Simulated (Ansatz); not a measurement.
# LiCaCl3 (model cell, started as cubic perovskite with Ca in the octahedra): following an unstable mode

Wanted: the energy along a soft mode of LiCaCl3 (model cell, started as cubic perovskite with Ca in the octahedra) and the structure at the end.

Calculated with Ansatz 0.2.0; DFT PBEsol, scalar-relativistic, plane waves, PAW; PAW set soft_1.

The structure was built from a prototype and need not be the compound's stable phase.

**1. Set-up**

The structure is cubic, space group Pm-3m (No. 221). Conventional cell: a = 5.267 Å, b = 5.267 Å, c = 5.267 Å, α = 90.00°, β = 90.00°, γ = 90.00°. Li has 12 Cl at 3.72 Å nearest. Nearest to Ca lie 6 Cl at 2.63 Å. Nearest to Cl lie 2 Ca at 2.63 Å. Farther neighbours and most contacts between anions are not listed.

Coordinates:

```cif
data_structure
_symmetry_space_group_name_H-M 'P 1'
_symmetry_Int_Tables_number 1
_cell_length_a 5.2669
_cell_length_b 5.2669
_cell_length_c 5.2669
_cell_angle_alpha 90.000
_cell_angle_beta 90.000
_cell_angle_gamma 90.000
_cell_volume 146.11
loop_
_atom_site_label
_atom_site_type_symbol
_atom_site_fract_x
_atom_site_fract_y
_atom_site_fract_z
_atom_site_occupancy
Li1 Li 0.00000 0.00000 0.00000 1
Ca2 Ca 0.50000 0.50000 0.50000 1
Cl3 Cl 0.50000 0.50000 0.00000 1
Cl4 Cl 0.50000 0.00000 0.50000 1
Cl5 Cl 0.00000 0.50000 0.50000 1
```

**2. Response at finite wavevector**

The cell comes from relaxations at this level that are not shown. Stability and thermal properties need the whole zone. Linear response on a 2×2×2 q mesh gives force constants as far as a supercell of that size would, and the tensors from the zone-centre run are typed in so that the long-range dipole term is interpolated apart.

File input.yaml:

```yaml
crystal:
  lattice:
    - [5.2669287819, 0.0, 0.0]
    - [0.0, 5.2669287819, 0.0]
    - [0.0, 0.0, 5.2669287819]
  atoms:
    - { symbol: Li, position: [0.0, 0.0, 0.0] }
    - { symbol: Ca, position: [0.5, 0.5, 0.5] }
    - { symbol: Cl, position: [0.5, 0.5, 0.0] }
    - { symbol: Cl, position: [0.5, 0.0, 0.5] }
    - { symbol: Cl, position: [0.0, 0.5, 0.5] }
kpoints:
  mp_grid: { grid: [4, 4, 4] }
hamiltonian:
  xc: pbesol
  pseudopotentials: { kind: paw, azcp: { folder: soft_1 }, xc_functional: pbe }
scf:
  occupations: { method: fixed }
output:
  eigenvalues: true
phonons:
  method: dfpt
  qmesh: [2, 2, 2]
  temperatures: { t_max: 1000, t_step: 50 }
  qpath:
    path:
      - [[0.0, 0.0, 0.0], [0.0, 0.5, 0.0], [0.5, 0.5, 0.0], [0.0, 0.0, 0.0], [0.5, 0.5, 0.5], [0.0, 0.5, 0.0]]
      - [[0.5, 0.5, 0.5], [0.5, 0.5, 0.0]]
    npoints: 10
  non_analytic_term:
    high_frequency_dielectric_tensor: [[2.6363, 0.0, 0.0], [0.0, 2.6363, 0.0], [0.0, 0.0, 2.6363]]
    born_effective_charges:
      - { species: Li, tensor: [[1.3468, 0.0, 0.0], [0.0, 1.3468, 0.0], [0.0, 0.0, 1.3468]] }
      - { species: Ca, tensor: [[2.3743, 0.0, 0.0], [0.0, 2.3743, 0.0], [0.0, 0.0, 2.3743]] }
      - { species: Cl, tensor: [[-0.8776, 0.0, 0.0], [0.0, -0.8776, 0.0], [0.0, 0.0, -1.9659]] }
      - { species: Cl, tensor: [[-0.8776, 0.0, 0.0], [0.0, -1.9659, 0.0], [0.0, 0.0, -0.8776]] }
      - { species: Cl, tensor: [[-1.9659, 0.0, 0.0], [0.0, -0.8776, 0.0], [0.0, 0.0, -0.8776]] }
    source: "zone-centre run at this cell"
```

Launch:

```sh
> ansatz run input.yaml --threads 4 --pin off --max-ram 16384MiB --backend cpu --events-out ev --progress --plain --runs-dir out
```

Numbers of over 12 decimals in the logs are rounded to 6 here.

The program printed:

```text
Engine: ansatz 0.2.0, aarch64-unknown-linux-gnu
Pseudopotentials: kind: paw
Pseudopotential: Li, paw, valence charge 3, recommended cutoff 420 eV (normal), soft_1/Li.paw.azcp
Pseudopotential: Ca, paw, valence charge 10, recommended cutoff 420 eV (normal), soft_1/Ca.paw.azcp
Pseudopotential: Cl, paw, valence charge 7, recommended cutoff 420 eV (normal), soft_1/Cl.paw.azcp
Functional definition: PBEsol
  exchange = pbesol_x
  correlation = pbesol_c
Crystal: 5 atoms, lattice volume = 146.107 Å³
Basis set: ecut = 420 eV, 2897 PW (Γ), exchange–correlation on 72×72×72 points (8 copies of the dense FFT grid, shifted against one another)
Bands: 22, of which v1, the nominal top of the filled ones, is band 17 counted from 1 (16 counted from 0)
Symmetry: 48 space group operations
k-points: 10 of 64
Non-local potential: Li, projectors of the file, l = 0: 3, l = 1: 2, l = 2: 1
Non-local potential: Ca, projectors of the file, l = 0: 3, l = 1: 2, l = 2: 2
Non-local potential: Cl, projectors of the file, l = 0: 2, l = 1: 2, l = 2: 1
PAW form: soft (Blöchl's): semilocal exchange-correlation on the pseudo side does not see the compensation charge
PAW frozen core: Ca, regenerated for the run's functional, and the local potential with it (the file was generated under x = pbe(κ = 0.804, μ = 0.219515), c = pbe(β = 0.066725))
PAW frozen core: Cl, regenerated for the run's functional, and the local potential with it (the file was generated under x = pbe(κ = 0.804, μ = 0.219515), c = pbe(β = 0.066725))
PAW one-centre angular grid: Li, 110 points (default); XC on 64 Gauss nodes
PAW one-centre angular grid: Ca, 110 points (default); XC on 64 Gauss nodes
PAW one-centre angular grid: Cl, 110 points (default); XC on 64 Gauss nodes
Initial density: superposition of atomic densities (chi_scale 0.1, normalization cell), built separately for each of the 2 bonded fragments (scf.initial_density.interfragment_charge_transfer: auto; true builds it for the cell as a whole; a typed value also counts as a typed key of the start: scf.initial_density.chi_scale says what that changes, if anything)
Initial wavefunctions: pseudopotential atomic-orbital guess
Functional: x = pbesol(κ = 0.804, μ = 0.123457), c = pbesol(β = 0.046)
SCF iter   1: F=—  HF=-5191.874537 eV  |F-HF|=—  |Δ(HF+E_count)|=         —  Δρ=4.99e-2  dr2=9.18e0  ethr=3.10e-3  ⟨swp⟩=6.1  Hψ=1124  notcnv=0  defer=22
preconditioner: auto → Resta (q_TF=auto, 2.140 Å⁻¹)  ε∞=4.4  [insulator: Δε(μ)=2.151 eV  Ē_g=8.133 eV  n_scr=26 (ndim 8)  ℏωp=15.0 eV  f_vac=0.000  ε∞_Penn≈4.4]
SCF iter   2: F=—  HF=-5189.181412 eV  |F-HF|=—  |Δ(HF+E_count)|=    2.69e0  Δρ=1.62e-2  dr2=1.59e0  ethr=3.10e-3  ⟨swp⟩=4.8  Hψ=648  notcnv=0  defer=18
SCF iter   3: F=—  HF=-5188.631300 eV  |F-HF|=—  |Δ(HF+E_count)|=   5.50e-1  Δρ=7.89e-3  dr2=4.20e-1  ethr=3.10e-3  ⟨swp⟩=3.6  Hψ=434  notcnv=0  defer=20
SCF iter   4: F=—  HF=-5188.477340 eV  |F-HF|=—  |Δ(HF+E_count)|=   1.54e-1  Δρ=2.06e-3  dr2=2.22e-2  ethr=1.24e-3  ⟨swp⟩=4.0  Hψ=456  notcnv=0  defer=21
SCF iter   5: F=—  HF=-5188.481002 eV  |F-HF|=—  |Δ(HF+E_count)|=   3.66e-3  Δρ=7.99e-4  dr2=1.96e-3  ethr=6.52e-5  ⟨swp⟩=3.7  Hψ=427  notcnv=0  defer=27
SCF iter   6: F=—  HF=-5188.482094 eV  |F-HF|=—  |Δ(HF+E_count)|=   1.09e-3  Δρ=1.61e-4  dr2=5.57e-5  ethr=5.76e-6  ⟨swp⟩=4.4  Hψ=421  notcnv=0  defer=30
SCF iter   7: F=—  HF=-5188.482162 eV  |F-HF|=—  |Δ(HF+E_count)|=   6.74e-5  Δρ=3.10e-5  dr2=2.91e-6  ethr=1.64e-7  ⟨swp⟩=2.1  Hψ=362  notcnv=0  defer=26
SCF iter   8: F=—  HF=-5188.482160 eV  |F-HF|=—  |Δ(HF+E_count)|=   1.38e-6  Δρ=7.20e-6  dr2=1.21e-7  ethr=8.56e-9  ⟨swp⟩=2.1  Hψ=386  notcnv=0  defer=23
SCF iter   9: F=—  HF=-5188.482160 eV  |F-HF|=—  |Δ(HF+E_count)|=   2.84e-7  Δρ=1.63e-6  dr2=6.12e-9  ethr=3.56e-10  ⟨swp⟩=2.2  Hψ=353  notcnv=0  defer=23
SCF iter  10: F=—  HF=-5188.482160 eV  |F-HF|=—  |Δ(HF+E_count)|=   1.59e-8  Δρ=4.06e-7  dr2=2.63e-10  ethr=1.80e-11  ⟨swp⟩=2.0  Hψ=367  notcnv=0  defer=23
SCF iter  11: F=—  HF=-5188.482160 eV  |F-HF|=—  |Δ(HF+E_count)|=   1.13e-9  Δρ=1.00e-7  dr2=1.45e-11  ethr=1.00e-12  ⟨swp⟩=2.1  Hψ=319  notcnv=0  defer=23
SCF iter  12: F=-5188.482160 eV  HF=-5188.482160 eV  |F-HF|=3.64e-12  |Δ(HF+E_count)|=  2.55e-11  Δρ=2.25e-8  dr2=9.04e-13  ethr=1.00e-12  ⟨swp⟩=15.7  Hψ=1720  notcnv=0
SCF 1 converged in 12 iterations: F = -5188.482160 eV  dr2 = 9.04e-13
  greatest PAW one-centre occupation: 0.999 electrons in one spin orbital (limit 2), on the Li atom at site 0 (counted from 0), in its partial waves of l = 0
NSCF: frozen V_eff on 10 k-points
NSCF: frozen V_eff on 27 k-points
DFPT response loops at q = (0, 0, 0) (fractional): preconditioner auto → none (the input reference at scf.mixing.eps_inf says where Resta's filter doesn't serve); β = 0.50; Broyden in place of MSR1
NSCF: frozen V_eff on 54 k-points
DFPT response loops at q = (0, 0, -0.5) (fractional): mixed as the last ones told, above
NSCF: frozen V_eff on 54 k-points
DFPT response loops at q = (0, -0.5, -0.5) (fractional): mixed as the last ones told, above
NSCF: frozen V_eff on 54 k-points
DFPT response loops at q = (-0.5, -0.5, -0.5) (fractional): mixed as the last ones told, above
SCF converged after 12 iterations
Free energy (F): -5188.482160 eV
Harris-Foulkes:  -5188.482160 eV  (|F-HF|=3.64e-12)
Internal energy: -5188.482160 eV  (E = F + TS)
E sigma→0 (E₀):  -5188.482160 eV
Fermi energy:    0.561176 eV
--- Per-component energies (eV) ---
  E_band       = -358.077582
  E_kinetic    = 728.172877
  E_local      = -2141.323531  (includes V_loc(G=0)·N_el)
  E_nonlocal   = 166.028241
  E_hartree    = 752.998425
  E_xc         = -455.164283
  E_vxc        = -518.281117  (∫ρ·V_xc dr)
  E_paw        = -2791.342210  (= ΣΔE_a)
  E_vpaw       = -98.671467  (= ΣTr[D̂ρ^β])
  E_aug_tail   = 0.000570  (compensation charges beyond the density's cutoff)
  E_ewald      = -1448.206341
  E_core_change = 0.354091  (= ΣΔE_core)
  E_smearing   = -0.000000  (= −TS)
  E_closure    = 0.000000  (closes the sum)
  Σ components = -5188.482160   (vs F -5188.482160, Δ=0.00e0)
--- Band table (eV; the first three rows and the last of 10) ---
  k-point 0: bands = [... 13 lower, -0.0198, 0.2452, 0.2452, 0.2452, 4.2989, 6.1993, 6.1993, 6.1993, ... 1 higher]
  k-point 1: bands = [... 13 lower, -0.1766, -0.0913, 0.1843, 0.1843, 4.8425, 6.2515, 6.6854, 6.6854, ... 1 higher]
  k-point 2: bands = [... 13 lower, -0.4351, -0.1600, 0.1688, 0.1688, 5.8938, 6.1255, 6.3063, 7.1887, ... 1 higher]
  k-point 9: bands = [... 13 lower, -0.9588, 0.5612, 0.5612, 0.5612, 5.2637, 8.2524, 8.2524, 8.2524, ... 1 higher]
--- Phonons (Γ-DFPT): 4 representative perturbations + reference (Σ response iterations 12) ---
  ASR residual: 1.294e-4 → 0.000e0 eV/Å²; symmetrization residual: 6.354e-7 eV/Å²
  ASR residual per site (eV/Å²): 3.76e-5 1.29e-4 6.64e-5 6.64e-5 6.64e-5
  Γ frequencies (cm⁻¹): -180.68 -180.68 -180.68 -42.12 -42.12 -42.12 0.00 0.00 0.00 105.76 105.76 105.76 301.03 301.03 301.03
--- Phonons (arbitrary-q DFPT): 4 irreducible q on the 2×2×2 mesh ---
  q = [0.0000, 0.0000, 0.0000] (star 1, of the zone-centre solve; hermiticity 1.71e-7, symmetrization 5.17e-13): -180.68 -180.68 -180.68 -42.12 -42.12 -42.12 -0.00 0.00 0.00 105.76 105.76 105.76 301.03 301.03 301.03
  q = [0.0000, 0.0000, -0.5000] (star 3, 9 solved perturbations in 216 linear systems a pass and spin channel, the states on 27 of 64 k-point pairs; hermiticity 6.91e-7, symmetrization 3.47e-7): -171.21 -171.21 -43.30 -43.30 -31.59 60.19 60.19 75.79 86.21 88.02 88.02 248.75 286.28 300.70 300.70
  q = [0.0000, -0.5000, -0.5000] (star 3, 9 solved perturbations in 216 linear systems a pass and spin channel, the states on 27 of 64 k-point pairs; hermiticity 2.88e-7, symmetrization 1.44e-7): -160.48 -160.48 -157.95 -86.29 25.41 25.41 83.64 91.90 91.90 99.74 240.21 254.55 254.55 286.53 300.42
  q = [-0.5000, -0.5000, -0.5000] (star 1, 4 solved perturbations in 81 linear systems a pass and spin channel, the states on 27 of 64 k-point pairs; hermiticity 4.52e-8, symmetrization 1.79e-8): -178.27 -178.27 -178.27 -86.48 -86.48 -86.48 123.54 123.54 123.54 239.64 239.64 244.61 244.61 244.61 294.84
  sum rule: each row above includes the acoustic sum rule's correction from the zone centre's row sums; it moved no ω² by more than (1.21 cm⁻¹)²
  mesh force constants: q→R imaginary residual 3.84e-18; ASR residual 1.294e-4 → 0.000e0 eV/Å²; symmetrization residual 3.553e-15 eV/Å²
  interpolated dispersion: 63 rows × 15 modes
  density of states and harmonic sums: on the 12×12×12 q-mesh, interpolated from the force constants of a 2×2×2 supercell (with the dipole–dipole term of supplied tensors)
  largest difference from the sums on the solved wave vectors: F 8.73e-2 eV, S 1.07e-4 and C_V 3.65e-5 eV/K
  zero-point energy: 0.103071 eV/cell   skipped modes (ω ≤ 0): 464, of them read as no rigid motion or as one in doubt: 461 (5.477e0 modes/cell left out, lowest -180.68 cm⁻¹)   left out of the sums: 3.65e-1 of the cell's modes: C_V's classical limit lies that fraction below 3 k_B per atom; for a crystal, a wire or a layer, F and S can be off by more, and a phonons.interpolated_qmesh denser along its periods is the remedy for the sampling
```

Wall time 53 s (4 threads of Arm Neoverse V1, shared host); peak memory 0.64 GiB.

Reading the cycles: dr2 is the Hartree energy of the density residual (eV), the measure of convergence; HF is the Harris–Foulkes estimate of the energy, which meets the free energy F at convergence.

A gap read on the k-mesh alone can miss the band edges.

Numbers from this step:

| Quantity | Value |
| --- | --- |
| gap on the k-mesh | 3.738 eV |
| volume per atom | 29.22 Å³ |
| sum-rule residual before enforcement | 1.29e-4 eV/Å² |
| lowest frequency on the path | -180.7 cm⁻¹ |
| point group | m-3m |
| highest frequency on the path or at a solved wavevector | 360.8 cm⁻¹ |
| highest optical mode at the zone centre (no LO-TO term) | 301.0 cm⁻¹ |
| lowest optical zone-centre mode | -180.7 cm⁻¹ |
| lowest mode on the q mesh (acoustic modes at Γ apart) | -180.7 cm⁻¹ |

Frequencies (cm⁻¹) solved at each irreducible wavevector; negative means imaginary. Frequencies by wavevector, by row:

```tsv
q in reciprocal lattice units	star	mode 1	mode 2	mode 3	mode 4	mode 13	mode 14	mode 15
0 0 0	1	-180.7	-180.7	-180.7	-42.1	301	301	301
0 0 -0.5	3	-171.2	-171.2	-43.3	-43.3	286.3	300.7	300.7
0 -0.5 -0.5	3	-160.5	-160.5	-157.9	-86.3	254.6	286.5	300.4
-0.5 -0.5 -0.5	1	-178.3	-178.3	-178.3	-86.5	244.6	244.6	294.8
```

Interpolated from a 2×2×2 q mesh, with the LO-TO term (at Γ the limit along the path; where Γ stands inside the path, tables give the limit on arrival). Phonon branches along the path, in cm⁻¹:

```tsv
point	branch 1	branch 2	branch 3	branch 4	branch 12	branch 13	branch 14	branch 15
Γ	-181	-181	-60	-42	116	301	301	361
halfway	-176	-176	-40	-40	166	301	301	338
X	-171	-171	-43	-43	249	286	301	301
halfway	-166	-165	-119	-68	252	261	301	310
M	-160	-160	-158	-86	255	255	286	300
halfway	-171	-164	-105	-60	170	284	301	335
Γ	-181	-181	-60	-42	116	301	301	361
halfway	-168	-168	-123	-65	175	284	284	333
R	-178	-178	-178	-86	245	245	245	295
halfway	-172	-162	-145	-73	250	256	285	316
X	-171	-171	-43	-43	249	286	301	301
jump to R	-178	-178	-178	-86	245	245	245	295
halfway	-169	-169	-169	-86	249	249	269	306
M	-160	-160	-158	-86	255	255	286	300
```

Symmetry leaves 4 wavevectors to solve. The lowest mode among them, the acoustic zeros apart, lies at Γ and is imaginary, 180.7i cm⁻¹, so the energy falls along it.

**3. The mode frozen in, largest atomic shift 0 Å**

The mode followed lies at Γ with frequency 180.7i cm⁻¹ and is 3-fold degenerate, the softest among the wavevectors solved. At small amplitude the distorted cell has space group no. 99 by a symmetry search on the positions. The undistorted cell that holds it gives the zero of energy on the same k mesh.

input.yaml, the sections that differ from step 2:

```yaml
scf:
  occupations: { method: gaussian, width: 0.02 }
output:
  forces: true
  stress: true
  eigenvalues: true
# crystal, kpoints, hamiltonian: as in step 2
# phonons: removed
```

The program printed:

```text
[...]
Crystal: 5 atoms, lattice volume = 146.107 Å³
Basis set: ecut = 420 eV, 2897 PW (Γ), exchange–correlation on 72×72×72 points (8 copies of the dense FFT grid, shifted against one another)
Bands: 22, of which v1, the nominal top of the filled ones, is band 17 counted from 1 (16 counted from 0)
Symmetry: 48 space group operations
[...]
k-points: 10 of 64
[...]
P = ⅓ Tr σ = -0.0055 GPa (-0.055 kbar)
--- Band table (eV; the first three rows and the last of 10) ---
  k-point 0: bands = [... 13 lower, -0.0198, 0.2452, 0.2452, 0.2452, 4.2989, 6.1993, 6.1993, 6.1993]
  k-point 1: bands = [... 13 lower, -0.1766, -0.0912, 0.1843, 0.1843, 4.8426, 6.2515, 6.6854, 6.6854]
  k-point 2: bands = [... 13 lower, -0.4351, -0.1600, 0.1688, 0.1688, 5.8939, 6.1256, 6.3063, 7.1887]
  k-point 9: bands = [... 13 lower, -0.9587, 0.5612, 0.5612, 0.5612, 5.2638, 8.2525, 8.2525, 8.2525]
[key lines of the parts left out:]
SCF converged after 9 iterations
Free energy (F): -5188.482160 eV
Fermi energy:    2.430131 eV
```

The job ended after 0.87 s (4 threads; peak memory 0.37 GiB; 2.9 s of CPU time).

Numbers from this step:

* pressure: -0.005524 GPa
* energy from the undistorted cell: 0 meV/atom

At this level the gap is 3.74 eV on the k-mesh of the self-consistent run, which can miss the band edges.

**4. The mode frozen in, largest atomic shift 0.6 Å**

The atoms are moved along the unstable eigenvector, the largest shift by 0.6 Å, with the cell fixed.

input.yaml, the sections that differ from step 3:

```yaml
crystal:
  lattice:
    - [5.2669287819, 0.0, 0.0]
    - [0.0, 5.2669287819, 0.0]
    - [0.0, 0.0, 5.2669287819]
  atoms:
    - { symbol: Li, position: [0.0, -0.1139183811, 0.0] }
    - { symbol: Ca, position: [0.5, 0.4979877442, 0.5] }
    - { symbol: Cl, position: [0.5, 0.5126058177, 0.0] }
    - { symbol: Cl, position: [0.5, -0.0006350275, 0.5] }
    - { symbol: Cl, position: [0.0, 0.5126058177, 0.5] }
# kpoints, hamiltonian, scf, output: as in step 3
```

The program printed:

```text
[...]
Crystal: 5 atoms, lattice volume = 146.107 Å³
Basis set: ecut = 420 eV, 2897 PW (Γ), exchange–correlation on 72×72×72 points (8 copies of the dense FFT grid, shifted against one another)
Bands: 22, of which v1, the nominal top of the filled ones, is band 17 counted from 1 (16 counted from 0)
Symmetry: 8 space group operations
[...]
k-points: 18 of 64 (time reversal used)
[...]
P = ⅓ Tr σ = 0.0073 GPa (0.073 kbar)
--- Band table (eV; the first three rows and the last of 18) ---
  k-point 0: bands = [... 13 lower, -0.1119, 0.1890, 0.1890, 0.2033, 4.4563, 6.0926, 6.1397, 6.1397]
  k-point 1: bands = [... 13 lower, -0.2830, -0.0988, 0.1335, 0.1756, 5.0023, 6.1997, 6.5930, 6.6271]
  k-point 2: bands = [... 13 lower, -0.5180, -0.1937, 0.1040, 0.1754, 6.0512, 6.2649, 6.3356, 7.1472]
  k-point 17: bands = [... 13 lower, -0.9762, 0.3808, 0.5384, 0.5384, 5.4606, 8.0717, 8.0717, 8.2631]
[key lines of the parts left out:]
SCF converged after 9 iterations
Free energy (F): -5188.637490 eV
Fermi energy:    2.497405 eV
```

Wall time 1.9 s (4 threads); peak memory 0.36 GiB.

Numbers from this step:

| Item | Value |
| --- | --- |
| pressure | 0.007304 GPa |
| gap on the k-mesh | 3.918 eV |
| energy from the undistorted cell | -31.07 meV/atom |

The energy, extrapolated to zero smearing, is -31.07 meV/atom against the undistorted cell.

The run ends at a pressure of 0.01 GPa, with forces up to 0.42 eV/Å.

**5. Energy along the mode, all amplitudes (two of the runs are shown above)**

An imaginary frequency means negative curvature, so the energy should fall and then rise again as anharmonic terms take over.

Numbers from this step:

- depth at the lowest point sampled: 31.07 meV/atom
- largest atomic shift at that point: 0.6 Å

Table of energy from the parent by largest atomic shift:

```tsv
largest atomic shift (Å)	energy from the parent (meV/atom)
0.000	0
0.040	-0.15
0.080	-0.6
0.140	-1.83
0.220	-4.49
0.320	-9.39
0.450	-18.1
0.600	-31.1
```

Displacement at unit largest shift by atom:

```tsv
atom	x (Å)	y (Å)	z (Å)	size
Li1	0.00	-1.00	0.00	1.00
Ca2	0.00	-0.02	0.00	0.02
Cl3	0.00	0.11	0.00	0.11
Cl4	0.00	-0.01	0.00	0.01
Cl5	0.00	0.11	0.00	0.11
```

The lowest of the steps tried is the last one, at 0.6 Å, 31.1 meV/atom below the parent; the bottom of the well need not coincide with a step.

[end of part 1 of 3]

[Logs are printed without paths, hosts, clocks, repeated set-up lines and the standing remarks that a program may print on its own settings, such as how far it seeks lower states.]

[Hosts, paths, dates, database ids (printed as entryN), source tags and the programs' standing remarks are cut or masked in the printed files.]
